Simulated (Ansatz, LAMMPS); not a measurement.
# Glassy 63GeO2-33Na2O-3Sc2O3 (mol %) (92 atoms) under strain, part 2 of 4

Aim: relax glassy 63GeO2-33Na2O-3Sc2O3 (mol %) (92 atoms), then change its volume and shape to read moduli from the stress.

Ansatz 0.2.0; Kohn-Sham DFT, PBE, PAW (set soft_2), plane waves.

The cell: 19 Ge, 20 Na, 2 Sc and 51 O. The quench rate of 25 K/ps is many orders above laboratory rates. The network of bonds at the start is that of the classical potential that made the cell. The Brillouin zone is sampled at Γ only.

So far. Step 2 (Single point at the start): The r.m.s. force at the start is 0.89 eV/Å.

## (3) Cell and atoms relaxed

The cell is relaxed with the atoms, since the starting lattice needn't suit this functional.

Input file input.yaml:

```yaml
crystal:
  lattice:
    - [10.93102, 0.0, 0.0]
    - [0.0, 10.93102, 0.0]
    - [0.0, 0.0, 10.93102]
  atoms:
    [... the 92 atom lines of step 2 ...]
kpoints:
  mp_grid: { grid: [1, 1, 1] }
hamiltonian:
  xc: pbe
scf:
  occupations: { method: fermi_dirac, width: 0.05 }
output:
  forces: true
relax:
  f_tol: 0.05
  max_steps: 150
  cell: {}
```

Launch:

```bash
> ansatz run input.yaml --threads 4 --pin off --max-ram 8192MiB --backend cpu --events-out ev --progress --plain --runs-dir out
```

Numbers of over 12 decimals in the logs are rounded to 6 here.

What it wrote:

```text
[...]
Crystal: 92 atoms, lattice volume = 1306.117 Å³
Basis set: ecut = 420 eV, 25533 PW (Γ), exchange–correlation on 150×150×150 points (8 copies of the dense FFT grid, shifted against one another)
Bands: 479, of which v1, the nominal top of the filled ones, is band 387 counted from 1 (386 counted from 0)
Symmetry: 1 space group operations
[...]
k-points: 1
[...]
SCF iter   1: F=—  HF=-144569.317982 eV  |F-HF|=—  |Δ(HF+E_count)|=         —  Δρ=2.21e-3  dr2=7.87e-2  ethr=1.77e-3  ⟨swp⟩=5.0  Hψ=1849  notcnv=0  defer=63
[...]
SCF iter   9: F=—  HF=-144569.318606 eV  |F-HF|=—  |Δ(HF+E_count)|=   1.70e-7  Δρ=3.74e-6  dr2=2.08e-7  ethr=1.50e-10  ⟨swp⟩=2.0  Hψ=762  notcnv=0  defer=82
SCF iter  10: F=-144569.318606 eV  HF=-144569.318606 eV  |F-HF|=2.02e-8  |Δ(HF+E_count)|=   3.14e-8  Δρ=1.61e-6  dr2=3.77e-8  ethr=1.29e-11  ⟨swp⟩=4.0  Hψ=1411  notcnv=0
SCF 1 converged in 10 iterations: F = -144569.318606 eV  dr2 = 3.77e-8
[...]
relax step   1: F+E_penalty+E_count = -144569.31860602 eV  Δ(F+E_penalty+E_count) = +0.000e0 eV  max|allowed force component| = 2.364e0 eV/Å  Δτ_max = 0.0000 Å  P = +7.236 GPa  Ω = 1306.117 Å³  (10 SCF iters, dr2 threshold 1.00e-7 eV, accepted)
[... from here on, the SCF cycles and remarks between the steps are left out ...]
relax step   2: F+E_penalty+E_count = -144574.08613974 eV  Δ(F+E_penalty+E_count) = -4.768e0 eV  max|allowed force component| = 1.306e0 eV/Å  Δτ_max = 0.1609 Å  P = +3.631 GPa  Ω = 1315.531 Å³  energy of the carried Pulay correction = -2.804e-2 eV  (9 SCF iters, dr2 threshold 9.20e-6 eV, accepted)
relax step   3: F+E_penalty+E_count = -144576.17776809 eV  Δ(F+E_penalty+E_count) = -2.092e0 eV  max|allowed force component| = 5.399e-1 eV/Å  Δτ_max = 0.1845 Å  P = -0.321 GPa  Ω = 1333.875 Å³  energy of the carried Pulay correction = -8.211e-2 eV  (9 SCF iters, dr2 threshold 9.20e-6 eV, accepted)
relax step   4: F+E_penalty+E_count = -144576.92094239 eV  Δ(F+E_penalty+E_count) = -7.432e-1 eV  max|allowed force component| = 2.965e-1 eV/Å  Δτ_max = 0.2000 Å  P = -0.267 GPa  Ω = 1321.436 Å³  energy of the carried Pulay correction = -4.553e-2 eV  (8 SCF iters, dr2 threshold 9.20e-6 eV, accepted)
relax step   5: F+E_penalty+E_count = -144577.24914724 eV  Δ(F+E_penalty+E_count) = -3.282e-1 eV  max|allowed force component| = 1.838e-1 eV/Å  Δτ_max = 0.2000 Å  P = -0.198 GPa  Ω = 1315.486 Å³  energy of the carried Pulay correction = -2.791e-2 eV  (8 SCF iters, dr2 threshold 5.50e-6 eV, accepted)
relax step   6: F+E_penalty+E_count = -144577.46200780 eV  Δ(F+E_penalty+E_count) = -2.129e-1 eV  max|allowed force component| = 1.747e-1 eV/Å  Δτ_max = 0.1951 Å  P = -0.061 GPa  Ω = 1308.654 Å³  energy of the carried Pulay correction = -7.578e-3 eV  (9 SCF iters, dr2 threshold 2.11e-6 eV, accepted)
relax step   7: F+E_penalty+E_count = -144577.55456024 eV  Δ(F+E_penalty+E_count) = -9.255e-2 eV  max|allowed force component| = 1.393e-1 eV/Å  Δτ_max = 0.2000 Å  P = -0.039 GPa  Ω = 1306.914 Å³  energy of the carried Pulay correction = -2.382e-3 eV  (8 SCF iters, dr2 threshold 1.91e-6 eV, accepted)
relax step   8: F+E_penalty+E_count = -144577.63649277 eV  Δ(F+E_penalty+E_count) = -8.193e-2 eV  max|allowed force component| = 1.441e-1 eV/Å  Δτ_max = 0.2000 Å  P = -0.020 GPa  Ω = 1304.869 Å³  energy of the carried Pulay correction = +3.733e-3 eV  (9 SCF iters, dr2 threshold 1.21e-6 eV, accepted)
relax step   9: F+E_penalty+E_count = -144577.65407093 eV  Δ(F+E_penalty+E_count) = -1.758e-2 eV  max|allowed force component| = 2.504e-1 eV/Å  Δτ_max = 0.1917 Å  P = -0.083 GPa  Ω = 1302.088 Å³  energy of the carried Pulay correction = +1.206e-2 eV  (9 SCF iters, dr2 threshold 1.30e-6 eV, accepted)
relax step  10: F+E_penalty+E_count = -144577.64796376 eV  Δ(F+E_penalty+E_count) = +6.107e-3 eV  max|allowed force component| = 7.812e-1 eV/Å  Δτ_max = 0.1559 Å  P = +0.170 GPa  Ω = 1297.033 Å³  energy of the carried Pulay correction = +2.725e-2 eV  (8 SCF iters, dr2 threshold 3.92e-6 eV, rejected (line search))
relax step  11: F+E_penalty+E_count = -144577.69166982 eV  Δ(F+E_penalty+E_count) = -3.760e-2 eV  max|allowed force component| = 2.315e-1 eV/Å  Δτ_max = 0.0764 Å  P = +0.008 GPa  Ω = 1301.979 Å³  energy of the carried Pulay correction = +1.239e-2 eV  (13 SCF iters, accepted)
relax step  12: F+E_penalty+E_count = -144577.71311693 eV  Δ(F+E_penalty+E_count) = -2.145e-2 eV  max|allowed force component| = 1.005e-1 eV/Å  Δτ_max = 0.1000 Å  P = +0.029 GPa  Ω = 1299.059 Å³  energy of the carried Pulay correction = +2.116e-2 eV  (8 SCF iters, dr2 threshold 3.35e-6 eV, accepted)
relax step  13: F+E_penalty+E_count = -144577.71517708 eV  Δ(F+E_penalty+E_count) = -2.060e-3 eV  max|allowed force component| = 6.195e-2 eV/Å  Δτ_max = 0.0180 Å  P = -0.003 GPa  Ω = 1300.043 Å³  energy of the carried Pulay correction = +1.820e-2 eV  (7 SCF iters, dr2 threshold 6.31e-7 eV, accepted)
[...]
relax step  21: F+E_penalty+E_count = -144577.95373025 eV  Δ(F+E_penalty+E_count) = -8.243e-2 eV  max|allowed force component| = 1.564e-1 eV/Å  Δτ_max = 0.0980 Å  P = -0.017 GPa  Ω = 1291.095 Å³  energy of the carried Pulay correction = +4.517e-2 eV  (13 SCF iters, accepted)
relax step  22: F+E_penalty+E_count = -144577.99895560 eV  Δ(F+E_penalty+E_count) = -4.523e-2 eV  max|allowed force component| = 5.318e-2 eV/Å  Δτ_max = 0.1000 Å  P = +0.008 GPa  Ω = 1290.896 Å³  energy of the carried Pulay correction = +4.577e-2 eV  (8 SCF iters, dr2 threshold 1.53e-6 eV, accepted)
relax step  23: F+E_penalty+E_count = -144578.01056864 eV  Δ(F+E_penalty+E_count) = -1.161e-2 eV  max|allowed force component| = 1.338e-1 eV/Å  Δτ_max = 0.1500 Å  P = -0.048 GPa  Ω = 1292.046 Å³  energy of the carried Pulay correction = +4.229e-2 eV  (10 SCF iters, dr2 threshold 1.77e-7 eV, accepted)
relax step  24: F+E_penalty+E_count = -144578.02343319 eV  Δ(F+E_penalty+E_count) = -1.286e-2 eV  max|allowed force component| = 1.269e-1 eV/Å  Δτ_max = 0.0481 Å  P = -0.002 GPa  Ω = 1290.795 Å³  energy of the carried Pulay correction = +4.607e-2 eV  (8 SCF iters, dr2 threshold 1.12e-6 eV, accepted)
relax step  25: F+E_penalty+E_count = -144578.04258180 eV  Δ(F+E_penalty+E_count) = -1.915e-2 eV  max|allowed force component| = 1.501e-1 eV/Å  Δτ_max = 0.2000 Å  P = +0.049 GPa  Ω = 1290.622 Å³  energy of the carried Pulay correction = +4.660e-2 eV  (9 SCF iters, dr2 threshold 1.01e-6 eV, accepted)
relax step  26: F+E_penalty+E_count = -144578.04773570 eV  Δ(F+E_penalty+E_count) = -5.154e-3 eV  max|allowed force component| = 1.492e-1 eV/Å  Δτ_max = 0.1116 Å  P = -0.003 GPa  Ω = 1291.620 Å³  energy of the carried Pulay correction = +4.358e-2 eV  (8 SCF iters, dr2 threshold 1.41e-6 eV, accepted)
relax step  27: F+E_penalty+E_count = -144578.05270853 eV  Δ(F+E_penalty+E_count) = -4.973e-3 eV  max|allowed force component| = 1.220e-1 eV/Å  Δτ_max = 0.0442 Å  P = -0.008 GPa  Ω = 1292.028 Å³  energy of the carried Pulay correction = +4.235e-2 eV  (7 SCF iters, dr2 threshold 1.39e-6 eV, accepted)
relax step  28: F+E_penalty+E_count = -144578.05504963 eV  Δ(F+E_penalty+E_count) = -2.341e-3 eV  max|allowed force component| = 1.197e-1 eV/Å  Δτ_max = 0.1112 Å  P = -0.024 GPa  Ω = 1292.008 Å³  energy of the carried Pulay correction = +4.241e-2 eV  (8 SCF iters, dr2 threshold 9.30e-7 eV, accepted)
relax step  29: F+E_penalty+E_count = -144578.06008843 eV  Δ(F+E_penalty+E_count) = -5.039e-3 eV  max|allowed force component| = 5.681e-2 eV/Å  Δτ_max = 0.0670 Å  P = +0.009 GPa  Ω = 1291.646 Å³  energy of the carried Pulay correction = +4.350e-2 eV  (8 SCF iters, dr2 threshold 8.95e-7 eV, accepted)
relax step  30: F+E_penalty+E_count = -144578.04829878 eV  Δ(F+E_penalty+E_count) = +1.179e-2 eV  max|allowed force component| = 1.276e-1 eV/Å  Δτ_max = 0.1359 Å  P = +0.009 GPa  Ω = 1291.651 Å³  energy of the carried Pulay correction = +4.348e-2 eV  (9 SCF iters, dr2 threshold 2.02e-7 eV, rejected (line search))
relax step  31: F+E_penalty+E_count = -144578.06293354 eV  Δ(F+E_penalty+E_count) = -2.845e-3 eV  max|allowed force component| = 3.551e-2 eV/Å  Δτ_max = 0.0328 Å  P = -0.011 GPa  Ω = 1291.684 Å³  energy of the carried Pulay correction = +4.339e-2 eV  (12 SCF iters, accepted)
relax step  32: F+E_penalty+E_count = -144578.03673537 eV  Δ(F+E_penalty+E_count) = +2.620e-2 eV  max|allowed force component| = 3.524e-2 eV/Å  Δτ_max = 0.0000 Å  P = -0.046 GPa  Ω = 1291.684 Å³  stress off target by 1.62e-1 GPa  SCF on the basis re-selected at this cell (its energy is not comparable with the rows above)  (9 SCF iters)
relax step  33: F+E_penalty+E_count = -144578.04305737 eV  Δ(F+E_penalty+E_count) = -6.322e-3 eV  max|allowed force component| = 3.955e-2 eV/Å  Δτ_max = 0.0078 Å  P = +0.038 GPa  Ω = 1290.266 Å³  energy of the carried Pulay correction = +4.249e-3 eV  (8 SCF iters, dr2 threshold 6.52e-8 eV, accepted)
relax step  34: F+E_penalty+E_count = -144578.04394687 eV  Δ(F+E_penalty+E_count) = -8.895e-4 eV  max|allowed force component| = 3.323e-2 eV/Å  Δτ_max = 0.0427 Å  P = +0.007 GPa  Ω = 1290.141 Å³  energy of the carried Pulay correction = +4.567e-3 eV  (10 SCF iters, dr2 threshold 7.57e-9 eV, accepted)
relax step  35: F+E_penalty+E_count = -144578.03882503 eV  Δ(F+E_penalty+E_count) = +5.122e-3 eV  max|allowed force component| = 3.319e-2 eV/Å  Δτ_max = 0.0000 Å  P = +0.003 GPa  Ω = 1290.141 Å³  stress off target by 2.19e-2 GPa  SCF on the basis re-selected at this cell (its energy is not comparable with the rows above)  (7 SCF iters)
[...]
SCF converged after 7 iterations
Free energy (F): -144578.038825 eV
[...]
Internal energy: -144578.038825 eV  (E = F + TS)
E sigma→0 (E₀):  -144578.038825 eV
Fermi energy:    5.474040 eV
[...]
Σ components = -144578.038825   (vs F -144578.038825, Δ=0.00e0)
--- Forces (eV/Å), atoms counted from 1 ---
  atom   1  Ge    -0.00994544     0.00014392    -0.00287040
  atom   2  Ge     0.00131544    -0.01891029     0.00161395
  atom   3  Ge     0.00840362     0.00954993    -0.00809063
  atom   4  Ge     0.00181004     0.00557673     0.00133358
[...]
atom  92  O     -0.00362490     0.00202628     0.00397510
  max |Σ_I F_I| component: 4.84e-5 eV/Å
--- Stress (GPa, compression-positive) ---
        0.003453       0.008858       0.005806
        0.008858      -0.007095       0.009335
        0.005806       0.009335       0.014142
  P = ⅓ Tr σ = 0.0035 GPa (0.035 kbar)
--- Relaxed structure (33 steps of the walk, 30 accepted, 2 SCFs on fresh bases) ---
  F+E_penalty+E_count = -144578.03882503 eV   max|allowed force component| = 3.319e-2 eV/Å   (the final SCF, on the basis selected at the relaxed cell)
  cell:  # Å, volume = 1290.1408 Å³
    - [10.941429, 0.173818, 0.024416]
    - [0.173818, 10.677062, 0.052559]
    - [0.024416, 0.052559, 11.046783]
  atoms:
    - { symbol: Ge, position: [0.726365, 0.529267, 0.606236] }
    - { symbol: Ge, position: [0.228569, 0.047282, 0.796558] }
    - { symbol: Ge, position: [0.443886, 0.954954, 0.214938] }
    - { symbol: Ge, position: [0.797951, 0.415465, 0.170907] }
[...]
- { symbol: O, position: [0.388418, 0.083859, 0.792565] }
```

It took 6.2 min on 4 threads of Intel Xeon Platinum 8375C at 2.90GHz (Ice Lake), shared host; peak memory 2.1 GiB.

The relaxation converged after 33 steps, with a largest force component of 0.033 eV/Å.

## (4) Single point at the relaxed geometry

The electronic structure is read at the final geometry, in a run of its own.

Input file input.yaml:

```yaml
crystal:
  lattice:
    - [10.94143, 0.17382, 0.02442]
    - [0.17382, 10.67706, 0.05256]
    - [0.02442, 0.05256, 11.04678]
  atoms:
    - { symbol: Ge, position: [0.72637, 0.52927, 0.60624] }
    - { symbol: Ge, position: [0.22857, 0.04728, 0.79656] }
    - { symbol: Ge, position: [0.44389, 0.95495, 0.21494] }
    - { symbol: Ge, position: [0.79795, 0.41546, 0.17091] }
    - { symbol: Ge, position: [0.14811, 0.98707, 0.27183] }
    - { symbol: Ge, position: [0.49466, 0.04388, 0.91712] }
    [... 80 atom lines left out ...]
    - { symbol: O, position: [0.20211, 0.0451, 0.63228] }
    - { symbol: O, position: [0.79134, 0.89306, 0.76634] }
    - { symbol: O, position: [0.07733, 0.67846, 0.99612] }
    - { symbol: O, position: [0.51463, 0.21559, 0.93106] }
    - { symbol: O, position: [0.1925, 0.89755, 0.83915] }
    - { symbol: O, position: [0.38842, 0.08386, 0.79256] }
kpoints:
  mp_grid: { grid: [1, 1, 1] }
hamiltonian:
  xc: pbe
scf:
  occupations: { method: fermi_dirac, width: 0.05 }
output:
  forces: true
  stress: true
  populations: intrinsic
  dos:
    method: { smearing: { sigma: 0.1 } }
    de: 0.1
    projected: { site_lists: { Ge: [Ge], Na: [Na], O: [O], Sc: [Sc] } }
  eigenvalues: true
  write_density: true
  write_potential: true
  volumetric_format: npy
```

What it wrote:

```text
[...]
Crystal: 92 atoms, lattice volume = 1290.140 Å³
Basis set: ecut = 420 eV, 25177 PW (Γ), exchange–correlation on 150×144×150 points (8 copies of the dense FFT grid, shifted against one another)
Bands: 479, of which v1, the nominal top of the filled ones, is band 387 counted from 1 (386 counted from 0)
Symmetry: 1 space group operations
[...]
k-points: 1
[...]
SCF iter   1: F=—  HF=-144578.039155 eV  |F-HF|=—  |Δ(HF+E_count)|=         —  Δρ=2.17e-3  dr2=7.02e-2  ethr=1.77e-3  ⟨swp⟩=6.0  Hψ=1838  notcnv=0  defer=66
[...]
SCF iter   9: F=-144578.038825 eV  HF=-144578.038825 eV  |F-HF|=2.75e-8  |Δ(HF+E_count)|=   1.84e-7  Δρ=2.45e-6  dr2=8.16e-8  ethr=1.29e-11  ⟨swp⟩=14.0  Hψ=3348  notcnv=0
SCF 1 converged in 9 iterations: F = -144578.038825 eV  dr2 = 8.16e-8
[...]
WARN: The input density's exchange-correlation potential varies sharply where the density is thin. Do not read a vacuum level from v_tot or v_xc, or from such a field of the output density. On a cell that repeats whose density bears no net charge and no dipole along the vacuum's axis use v_es (v_loc + v_h of the components); [...]
SCF converged after 9 iterations
Free energy (F): -144578.038825 eV
[...]
Internal energy: -144578.038825 eV  (E = F + TS)
E sigma→0 (E₀):  -144578.038825 eV
Fermi energy:    5.473959 eV
[...]
--- Forces (eV/Å), atoms counted from 1 ---
  atom   1  Ge    -0.01233930    -0.00068832    -0.00515340
  atom   2  Ge     0.00208649    -0.01691339     0.00024320
  atom   3  Ge     0.00764494     0.01064190    -0.00892503
  atom   4  Ge     0.00185899     0.00781220     0.00113213
  atom   5  Ge    -0.00800962    -0.00585536     0.02200757
  atom   6  Ge     0.00670240     0.01640409     0.00043662
  atom   7  Ge     0.00701466     0.01243912    -0.00397536
  atom   8  Ge     0.00519447     0.00845366    -0.00041719
  atom   9  Ge    -0.00336080    -0.01570174     0.00995483
  atom  10  Ge    -0.02317735     0.02172425    -0.00620181
  atom  11  Ge    -0.00161506     0.00552001    -0.00947523
  atom  12  Ge     0.01853380     0.00491078     0.00908766
  atom  13  Ge    -0.01057840     0.00549040     0.00568559
  atom  14  Ge     0.00262472     0.00060259    -0.00509144
[...]
atom  91  O      0.00397595     0.00155760    -0.00501669
  atom  92  O     -0.00348462     0.00135715     0.00477492
  max |Σ_I F_I| component: 1.11e-4 eV/Å
--- Stress (GPa, compression-positive) ---
        0.002939       0.008583       0.005212
        0.008583      -0.006021       0.009350
        0.005212       0.009350       0.014769
  P = ⅓ Tr σ = 0.0039 GPa (0.039 kbar)
--- Band table (eV) ---
[...]
--- intrinsic populations: 92 sites ---
  site symbol       q [e]
     0     Ge     12.5703
     1     Ge     12.6014
     2     Ge     12.5715
[...]
91      O      6.8446
  spilling = 0.000000 (of n_electrons = 774.000000)
```

It took 15 s on 4 threads; peak memory 2.1 GiB; 57 s of CPU time.

The program notes that the exchange-correlation potential is rough where the density is thin.

The run gave:

```yaml
free_energy: -144578.0388 eV
free_energy_per_atom: -1571.5004 eV/atom
scf_cycles: 9
pressure: 0.003896 GPa
r_m_s_force_component: 0.00721 eV/Å
longest_force: 0.03705 eV/Å
fermi_energy: 5.474 eV
spacing_of_highest_filled_and_lowest_empty_level: 2.247 eV
```

(Continued in part 3 of 4.)

[Logs are printed without paths, hosts, clocks, repeated set-up lines and the standing remarks that a program may print on its own settings, such as how far it seeks lower states.]

[Hosts, paths, dates, database ids (printed as entryN), source tags and the programs' standing remarks are cut or masked in the printed files.]
